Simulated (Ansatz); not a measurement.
**Σ5 (310) boundary in fcc Al, starting shift (0.5, 0.5): structure and resistance**

Wanted: what the Σ5 (310) boundary in fcc Al, starting shift (0.5, 0.5) costs an interconnect.

Program: Ansatz 0.2.0. Level of theory: Ansatz plane-wave DFT, PBE, PAW files; relaxation of a bicrystal slab with its lowest layers held; PAW set soft_1, in the first sound run; inputs show where later runs differ. Results are calculated unless marked as measured.

Report form: the programs' logs are mostly left out.

**1. Set-up**

The cell holds 30 atoms: 30 Al. Its edges and angles: a = 6.400 Å, b = 4.048 Å, c = 30.401 Å, α = 90.0°, β = 90.0°, γ = 90.0°. It derives from Al. built on the (3 1 0) plane; 2 overlapping atoms removed and the grains opened by 0.2 Å. Vacuum lies along c.

**2. Relaxing the bicrystal**

The boundary is built by mirroring the lower grain in the boundary plane and removing any atoms that overlap. A thin bicrystal slab is relaxed first, with the lowest layers held and the upper grain free to shift and open.

Contents of input.yaml:

```yaml
crystal:
  lattice:
    - [6.40040255, 0.0, 0.0]
    - [0.0, 4.04797, 0.0]
    - [0.0, 0.0, 30.40120765]
  atoms:
    - { symbol: Al, position: [0.9, 0.5, 0.1644671507] }
    - { symbol: Al, position: [0.6, 0.0, 0.1855202701] }
    - { symbol: Al, position: [0.3, 0.5, 0.2065733895] }
    - { symbol: Al, position: [0.0, 0.0, 0.2276265089] }
    - { symbol: Al, position: [0.7, 0.5, 0.2486796284] }
    - { symbol: Al, position: [0.4, 0.0, 0.2697327478] }
    - { symbol: Al, position: [0.1, 0.5, 0.2907858672] }
    - { symbol: Al, position: [0.8, 0.0, 0.3118389866] }
[... 18 atom lines left out ...]
    - { symbol: Al, position: [0.7, 0.5, 0.7394800609] }
    - { symbol: Al, position: [0.0, 0.0, 0.7605331803] }
    - { symbol: Al, position: [0.3, 0.5, 0.7815862997] }
    - { symbol: Al, position: [0.6, 0.0, 0.8026394192] }
kpoints:
  mp_grid: { grid: [4, 6, 1] }
hamiltonian:
  xc: pbe
  pseudopotentials: { kind: paw, azcp: { folder: soft_1 } }
scf:
  occupations: { method: fermi_dirac, width: 0.1 }
relax:
  f_tol: 0.03
  max_steps: 80
  constraints: [{ sites: [0, 1, 2, 3, 4] }]
```

Command:

```bash
$ ansatz run input.yaml --threads 4 --pin off --max-ram 15360MiB --backend cpu --events-out ev --progress --plain --runs-dir out
```

It took 83 s on 4 threads of Arm Neoverse V1, shared host; peak memory 1.6 GiB; 5.4 min of CPU time.

Step by step:

| step | energy less that of the first step (eV) | largest force component (eV/Å) |
| --- | --- | --- |
| 1 | 0.0000 | 1.6787 |
| 2 | -0.3791 | 0.3863 |
| 3 | -0.4842 | 0.2112 |
| 4 | -0.5332 | 0.0338 |
| 5 | -0.5467 | 0.0350 |
| 6 | -0.5505 | 0.0154 |

Forces are held to the 2 operations that the run works with; a distortion that breaks them can't arise in this run.

The atoms that moved most (Å):

| atom | dx | dy | dz | length |
| --- | --- | --- | --- | --- |
| Al16 | 0.051 | 0.000 | -0.685 | 0.687 |
| Al17 | -0.092 | 0.000 | -0.525 | 0.533 |
| Al30 | -0.144 | 0.000 | -0.415 | 0.440 |
| Al20 | -0.030 | 0.000 | -0.432 | 0.433 |
| Al26 | -0.077 | 0.000 | -0.344 | 0.352 |
| Al21 | -0.047 | 0.000 | -0.324 | 0.327 |
| Al22 | -0.020 | 0.000 | -0.319 | 0.320 |
| Al27 | -0.065 | 0.000 | -0.304 | 0.311 |

Numbers from this step:

```yaml
free_energy: -16120.9650 eV
energy_at_zero_smearing: -16120.7664 eV
fermi_energy: 3.457 eV
```

The largest force component on a free atom ends at 0.015 eV/Å, under the tolerance of 0.03, after 6 steps.

**3. Transmission across the boundary**

Bulk layers of each grain are laid under and over the relaxed boundary, and a lead is named in the middle of each, away from the free faces. The mesh across the current, 10×16, is finer than the density's, because channels open and close sharply across the zone. Energies from -0.1 to 0.1 eV in steps of 0.05 eV are too few for the program's thermal sum, so it prints no conductance; for a metal the transmission near the Fermi level serves, at a fraction of the cost.

This step: Ansatz plane-wave DFT, PBE, PAW files; ballistic transport by layer matching (Landauer), zero bias; boundary relaxed in a short slab, bulk layers laid on; PAW set soft_1 (Ansatz 0.2.0).

System of this step: Σ5 (310) boundary in fcc Al, starting shift (0.5, 0.5). The cell holds 67 atoms: 67 Al. Cell: a = 6.400 Å, b = 4.048 Å, c = 50.763 Å, α = 90.0°, β = 90.0°, γ = 90.0°. It derives from Al. Regions: lower grain, 27 atoms (27 Al); boundary, 18 atoms (18 Al); upper grain, 22 atoms (22 Al). Vacuum lies along c.

Contents of input.yaml:

```yaml
crystal:
  lattice:
    - [6.40040255, 0.0, 0.0]
    - [0.0, 4.04797, 0.0]
    - [0.0, 0.0, 50.7632177735]
  atoms:
    - { symbol: Al, position: [10.8, -18.0, 0.0787972114] }
    - { symbol: Al, position: [10.5, -17.5, 0.0914055582] }
    - { symbol: Al, position: [10.2, -17.0, 0.104013905] }
    - { symbol: Al, position: [9.9, -16.5, 0.1166222518] }
    - { symbol: Al, position: [9.6, -16.0, 0.1292305986] }
    - { symbol: Al, position: [9.3, -15.5, 0.1418389454] }
    - { symbol: Al, position: [9.0, -15.0, 0.1544472922] }
    - { symbol: Al, position: [8.7, -14.5, 0.167055639] }
[... 55 atom lines left out ...]
    - { symbol: Al, position: [8.8968945417, -13.5, 0.8833777482] }
    - { symbol: Al, position: [9.1968945417, -14.0, 0.895986095] }
    - { symbol: Al, position: [9.4968945417, -14.5, 0.9085944418] }
    - { symbol: Al, position: [9.7968945417, -15.0, 0.9212027886] }
kpoints:
  mp_grid: { grid: [4, 6, 1] }
hamiltonian:
  xc: pbe
  pseudopotentials: { kind: paw, azcp: { folder: soft_1 } }
scf:
  occupations: { method: fermi_dirac, width: 0.1 }
output:
  transmission:
    leads: [[14, 15], [54, 55]]
    kmesh: [10, 16]
    e_range: [-0.1, 0.1]
    de: 0.05
  write_potential: true
  write_density: true
  volumetric_format: npy
  elf: true
```

The job ended after 9.4 min (4 threads; peak memory 5.4 GiB; 36 min of CPU time).

This step gave:

```yaml
free_energy: -36008.9397 eV
energy_at_zero_smearing: -36008.5094 eV
fermi_energy: 6.047 eV
cell_area: 25.91 Å²
transmission_per_spin_nearest_the_fermi_level: 3.310
open_channels_per_spin_nearest_the_fermi_level: 5.069
open_channels_per_spin_upper_lead: 5.069
step_of_the_lead_s_potential: 15.9 meV
step_of_the_upper_lead_s_potential: 7.8 meV
```

Per spin. Table of transmission, zone mean by energy, zero at the Fermi level:

| energy (eV) | transmission, zone mean |
| --- | --- |
| -0.1000 | 3.22 |
| -0.0500 | 3.28 |
| 0.0000 | 3.31 |
| 0.0500 | 3.34 |
| 0.1000 | 3.42 |

Per spin. Table of open channels, zone mean by energy, zero at the Fermi level:

| energy (eV) | lead | upper lead |
| --- | --- | --- |
| -0.1000 | 4.96 | 4.96 |
| -0.0500 | 5.07 | 5.07 |
| 0.0000 | 5.07 | 5.07 |
| 0.0500 | 5.07 | 5.11 |
| 0.1000 | 5.12 | 5.17 |

Transmission over k1 and k2. At 0.0000 eV from the Fermi level.

Values, 16 rows by 10 columns:
```
3.40 1.68 1.92 2.63 3.02 2.91 3.02 2.63 1.92 1.68
3.97 4.46 4.64 3.85 3.28 3.22 3.28 3.85 4.64 4.46
4.39 4.57 4.65 3.70 3.64 3.59 3.64 3.70 4.65 4.57
4.05 4.74 2.95 3.42 3.42 3.86 3.42 3.42 2.95 4.74
2.44 4.72 3.01 3.01 3.12 4.19 3.12 3.01 3.01 4.72
2.83 4.50 2.65 2.67 3.31 4.08 3.31 2.67 2.65 4.50
2.40 2.48 2.44 2.60 2.34 2.08 2.34 2.60 2.44 2.48
5.26 4.73 3.37 2.98 3.79 3.85 3.79 2.98 3.37 4.73
2.40 2.48 2.44 2.60 2.34 2.08 2.34 2.60 2.44 2.48
2.83 4.50 2.65 2.67 3.31 4.08 3.31 2.67 2.65 4.50
2.44 4.72 3.01 3.01 3.12 4.19 3.12 3.01 3.01 4.72
4.05 4.74 2.95 3.42 3.42 3.86 3.42 3.42 2.95 4.74
4.39 4.57 4.65 3.70 3.64 3.59 3.64 3.70 4.65 4.57
3.97 4.46 4.64 3.85 3.28 3.22 3.28 3.85 4.64 4.46
3.40 1.68 1.92 2.63 3.02 2.91 3.02 2.63 1.92 1.68
1.73 1.69 2.06 2.31 2.41 3.56 2.41 2.31 2.06 1.69
```
Columns: k1 (b1) from -0.5 to 0.4; rows upwards: k2 (b2) from -0.5 to 0.438.

Open channels over k1 and k2. At 0.0000 eV from the Fermi level.

Ten even steps from '_' (3.00) to '@' (8.00):
```
**::::==::::::==::::
**%%****::::::****%%
******====::====****
****======**======**
::**==::==**==::==**
::**==::==**==::==**
::======::__::======
@@@@**==**==**==**@@
::======::__::======
::**==::==**==::==**
::**==::==**==::==**
****======**======**
******====::====****
**%%****::::::****%%
**::::==::::::==::::
::::::::::**::::::::
```
Columns: k1 (b1) from -0.5 to 0.4; rows upwards: k2 (b2) from -0.5 to 0.438.

Electrostatic potential energy in the ca plane at fractional y = 0.000, with atoms of Al within 0.2 Å of it. With pseudopotentials it is smooth inside the atoms' cores, unlike the true potential.

Values in eV, 9 rows by 16 columns, each cell a mean:
```
 3 -4 -4  6  6 -4  0 -2 -3  2  8  0 -3  7 10 10
-2  3  2  6  4  1 -3  5  1  5  6 -3  0  5 10 10
 1  8 -1 -6  2 -5 -3  8  4 -6  0 -3 -5  6 10 10
 3  6 -3  4  1  5  4  5  0  5 -3  6  6  9 10 10
-5 -3 -1 -6  5  7 -4 -5  2 -6  1  8 10 10 10 10
 2 -3  7  5  1  5 -2  0  5  6  2  5 10 10 10 10
-4  1  8  1 -2 -2 -1 -3  7  6 -4 -4  8 10 10 10
 7  0  0 -1  1 -2  7  3 -2  3 -2 -3  8 10 10 10
 6 -3 -3  4 -2  4  7 -3  1  1  0  2  8 10 10 10
```
Columns run along c (16.0 Å, from fractional 0.68 to 1.00 of the cell; values clipped at the 3rd and 97th percentile), rows up along a (6.4 Å). Atoms in or near the plane, at fractional coordinates: Al at (0.69, 0.40), Al at (0.72, 0.00), Al at (0.74, 0.60), Al at (0.77, 0.20), Al at (0.80, 0.80), Al at (0.82, 0.40), Al at (0.85, 0.00), Al at (0.87, 0.60), Al at (0.90, 0.20), Al at (0.92, 0.80).

Valence density in the ca plane at fractional y = 0.000, with atoms of Al within 0.2 Å of it. It is the smooth field of the valence electrons, not physical close to the nuclei.

Ten even steps from '0' (0.00 e/Å³) to '9' (0.22 e/Å³), each cell a mean:
```
88984347865678998888963368755689987521000000
99997679765568876899987788655679877642000000
89888899765678633698888998765677435752100000
78766789887789533587667899877787334752100000
88655689888999755786556798889888656752000000
97655687447998889986556885469988887631000000
98766785325887778987667873248876665321000000
99888897446875567998888985358765443210000000
86689998779865567875799998788754322100000000
63359877899876668742489878898765321000000000
63358766679988789842478666789987421000000000
86688755679878999975787655688778631000000000
88998755688535898888997656786446641000000000
67899876787423787678898777885235642000000000
56799888898545886556898888997457742100000000
56786569999889976557875589888899853100000000
66874237977789987667852359877899864210000000
```
Columns run along c (16.0 Å, from fractional 0.68 to 1.00 of the cell), rows up along a (6.4 Å). Atoms in or near the plane, at fractional coordinates: Al at (0.69, 0.40), Al at (0.72, 0.00), Al at (0.74, 0.60), Al at (0.77, 0.20), Al at (0.80, 0.80), Al at (0.82, 0.40), Al at (0.85, 0.00), Al at (0.87, 0.60), Al at (0.90, 0.20), Al at (0.92, 0.80).

ELF in the ca plane at fractional y = 0.000, with atoms of Al within 0.2 Å of it. It is the smooth field of the valence electrons, not physical close to the nuclei.

Ten even steps from '0' (0.00 × 1e-1) to '9' (9.44 × 1e-1), each cell a mean:
```
55641103532345665556521114432357889988642000
56663235532235422466642355322346557999863100
36555566532345211255555665433342144899874100
35433466654455122154334566554442164899874100
44322355435666311353223565356654225999863100
65322453103665545654223541025655568988642000
65434551231554445664434530414544567765320000
65455662112543235665456641114432334332100000
42136665335542234531256663345432221110000000
11215554556643345303146555565543321000000000
21214433356655455403135333456666532000000000
41245422345434566521354322455346753100000000
55565432344111465555664323442114764100000000
34566544453050354345665444541332764200000000
23466445665101453224565456652015875210000000
23442115665445653224531146654468876432100000
34530403554456654334412215544578887765321000
```
Columns run along c (16.0 Å, from fractional 0.68 to 1.00 of the cell), rows up along a (6.4 Å). Atoms in or near the plane, at fractional coordinates: Al at (0.69, 0.40), Al at (0.72, 0.00), Al at (0.74, 0.60), Al at (0.77, 0.20), Al at (0.80, 0.80), Al at (0.82, 0.40), Al at (0.85, 0.00), Al at (0.87, 0.60), Al at (0.90, 0.20), Al at (0.92, 0.80).

Over the solved energies the transmission per spin lies between 3.22 and 3.42, out of 5.06 channels of the lead on average (up to 5.12).

**4. Specific resistance**

This step: Ansatz plane-wave DFT, PBE, PAW files; ballistic transport by layer matching (Landauer), zero bias; specific resistance of the boundary; PAW set soft_1 (Ansatz 0.2.0).

This step gave:

| Property | Result |
| --- | --- |
| area resistance | 0.3494 fΩ m² |
| T over the leads' mean channel count | 0.6539 |

Averaged over the energies near the Fermi level, 65.4 % of the channels pass, which makes 0.349 fΩ m².

By hand, with T and the leads' channels N averaged over the energies near the Fermi level: RA = A (h/2e²)(1/T − ½[1/N₁ + 1/N₂]) = 25.91×10⁻²⁰ m² × 12 906 Ω × (1/3.312 − ½[1/5.056 + 1/5.074]) = 0.349 fΩ m².

**5. Single-crystal slab for reference**

The free faces cost energy too. A single-crystal slab with the same faces and held layers is relaxed, so that they cancel.

This step: Ansatz plane-wave DFT, PBE, PAW files; relaxation of a single-crystal slab with its lowest layers held; PAW set soft_1 (Ansatz 0.2.0).

System of this step: Al slab, plane (3, 1, 0). The cell holds 31 atoms: 31 Al. Its edges and angles: a = 6.400 Å, b = 4.048 Å, c = 30.201 Å, α = 90.0°, β = 90.0°, γ = 90.0°. It derives from Al. Vacuum lies along c.

Contents of input.yaml:

```yaml
crystal:
  lattice:
    - [6.40040255, 0.0, 0.0]
    - [0.0, 4.04797, 0.0]
    - [0.0, 0.0, 30.20120765]
  atoms:
    - { symbol: Al, position: [0.0, 0.0, 0.1655562936] }
    - { symbol: Al, position: [0.7, 0.5, 0.186748832] }
    - { symbol: Al, position: [0.4, 0.0, 0.2079413705] }
    - { symbol: Al, position: [0.1, 0.5, 0.229133909] }
    - { symbol: Al, position: [0.8, 0.0, 0.2503264475] }
    - { symbol: Al, position: [0.5, 0.5, 0.2715189859] }
    - { symbol: Al, position: [0.2, 0.0, 0.2927115244] }
    - { symbol: Al, position: [0.9, 0.5, 0.3139040629] }
[... 19 atom lines left out ...]
    - { symbol: Al, position: [0.9, 0.5, 0.7377548323] }
    - { symbol: Al, position: [0.6, 0.0, 0.7589473708] }
    - { symbol: Al, position: [0.3, 0.5, 0.7801399092] }
    - { symbol: Al, position: [0.0, 0.0, 0.8013324477] }
kpoints:
  mp_grid: { grid: [4, 6, 1] }
hamiltonian:
  xc: pbe
  pseudopotentials: { kind: paw, azcp: { folder: soft_1 } }
scf:
  occupations: { method: fermi_dirac, width: 0.1 }
relax:
  f_tol: 0.03
  max_steps: 80
  constraints: [{ sites: [0, 1, 2, 3, 4] }]
```

Elapsed: 46 s, on 4 threads; peak memory 1.6 GiB; 3 min of CPU time.

Relaxation path:

| step | energy less that of the first step (eV) | largest force component (eV/Å) |
| --- | --- | --- |
| 1 | 0.0000 | 0.3370 |
| 2 | -0.0540 | 0.0576 |
| 3 | -0.0584 | 0.0298 |

The atoms that moved most (Å):

| atom | dx | dy | dz | length |
| --- | --- | --- | --- | --- |
| Al29 | 0.073 | 0.000 | 0.188 | 0.202 |
| Al31 | 0.117 | 0.000 | -0.074 | 0.138 |
| Al26 | 0.048 | 0.000 | 0.120 | 0.129 |
| Al30 | 0.043 | 0.000 | 0.099 | 0.108 |
| Al25 | 0.009 | 0.000 | 0.087 | 0.088 |
| Al28 | 0.035 | 0.000 | 0.067 | 0.076 |
| Al27 | 0.069 | 0.000 | 0.031 | 0.076 |
| Al23 | -0.001 | 0.000 | 0.071 | 0.071 |

The relaxed structure:

```xyz
31
Lattice="6.4004 0.0000 0.0000 0.0000 4.0480 0.0000 0.0000 0.0000 30.2012" Properties=species:S:1:pos:R:3
Al    0.0000    0.0000    5.0000
Al    4.4803    2.0240    5.6400
Al    2.5602    0.0000    6.2801
Al    0.6400    2.0240    6.9201
Al    5.1203    0.0000    7.5602
Al    3.2068    2.0240    8.1921
Al    1.3053    0.0000    8.8509
Al    5.8084    2.0240    9.4860
Al    3.8936    0.0000   10.1320
Al    1.9637    2.0240   10.7832
Al    0.0326    0.0000   11.4308
Al    4.5096    2.0240   12.0774
Al    2.5876    0.0000   12.7201
Al    0.6597    2.0240   13.3594
Al    5.1376    0.0000   13.9972
Al    3.2197    2.0240   14.6442
Al    1.3024    0.0000   15.2929
Al    5.7805    2.0240   15.9309
Al    3.8531    0.0000   16.5681
Al    1.9325    2.0240   17.2138
Al    0.0079    0.0000   17.8599
Al    4.4800    2.0240   18.5101
Al    2.5593    0.0000   19.1523
Al    0.6328    2.0240   19.7884
Al    5.1298    0.0000   20.4483
Al    3.2482    2.0240   21.1207
Al    1.3494    0.0000   21.6723
Al    5.7957    2.0240   22.3485
Al    3.9137    0.0000   23.1095
Al    1.9636    2.0240   23.6600
Al    0.1169    0.0000   24.1272
```

Numbers from this step:

| Item | Value |
| --- | --- |
| free energy | -16659.5879 eV |
| energy at zero smearing | -16659.3825 eV |
| Fermi energy | 3.791 eV |

The largest force component on a free atom ends at 0.030 eV/Å, under the tolerance of 0.03, after 3 steps.

**6. Bulk reference**

The perfect crystal gives the energy per atom, for the atoms by which bicrystal and slab differ.

This step: Ansatz plane-wave DFT, PBE, PAW files; bulk reference; PAW set soft_1 (Ansatz 0.2.0).

System of this step: Al. Symmetry: Fm-3m, No. 225, cubic system. Conventional cell: a = 4.048 Å, b = 4.048 Å, c = 4.048 Å, α = 90.00°, β = 90.00°, γ = 90.00°. Al has 12 Al at 2.86 Å nearest.

input.yaml, the sections that differ from step 5:

```yaml
crystal:
  lattice:
    - [0.0, 2.023985, 2.023985]
    - [2.023985, 0.0, 2.023985]
    - [2.023985, 2.023985, 0.0]
  atoms:
    - { symbol: Al, position: [0.0, 0.0, 0.0] }
kpoints:
  mp_grid: { grid: [18, 18, 18] }
# hamiltonian, scf: as in step 5
# relax: removed
```

Wall time 0.38 s (4 threads); peak memory 0.25 GiB; 1.1 s of CPU time.

Numbers from this step:

- free energy: -537.5084 eV
- energy at zero smearing: -537.5011 eV
- Fermi energy: 7.869 eV

**7. Boundary energy**

This step: Ansatz plane-wave DFT, PBE, PAW files; bicrystal less single-crystal slab less bulk atoms, a boundary area; PAW set soft_1 (Ansatz 0.2.0).

Numbers from this step:

```yaml
excess_energy_of_the_cell: 1.115 eV
boundary_energy: 0.6895 J/m²
```

The boundary costs 0.69 J/m².

By hand: 1.11 eV / 25.91 Å² × 16.02 = 0.689 J/m².

**8. What came out**

| Property | Result |
| --- | --- |
| specific resistance of the boundary | 0.349 fΩ m² |
| share of channels that pass | 0.654 |
| boundary energy | 0.689 J/m² |

The boundary has a specific resistance of 0.35 fΩ m² and an energy of 0.69 J/m². The boundary reflects 35 % of the channels; 0.35 fΩ m² is 3.5×10⁻¹² Ω·cm². That equals the resistance of 13 nm of bulk Al at 300 K (measured 2.733 µΩ cm, CRC Handbook of Chemistry and Physics, 84th ed., 2003, Electrical Resistivity of Pure Metals). One starting structure was relaxed; another shift or atom count at the boundary may lie lower.

[Logs are printed without paths, hosts, clocks, repeated set-up lines and the standing remarks that a program may print on its own settings, such as how far it seeks lower states.]

[Hosts, paths, dates, database ids (printed as entryN), source tags and the programs' standing remarks are cut or masked in the printed files.]
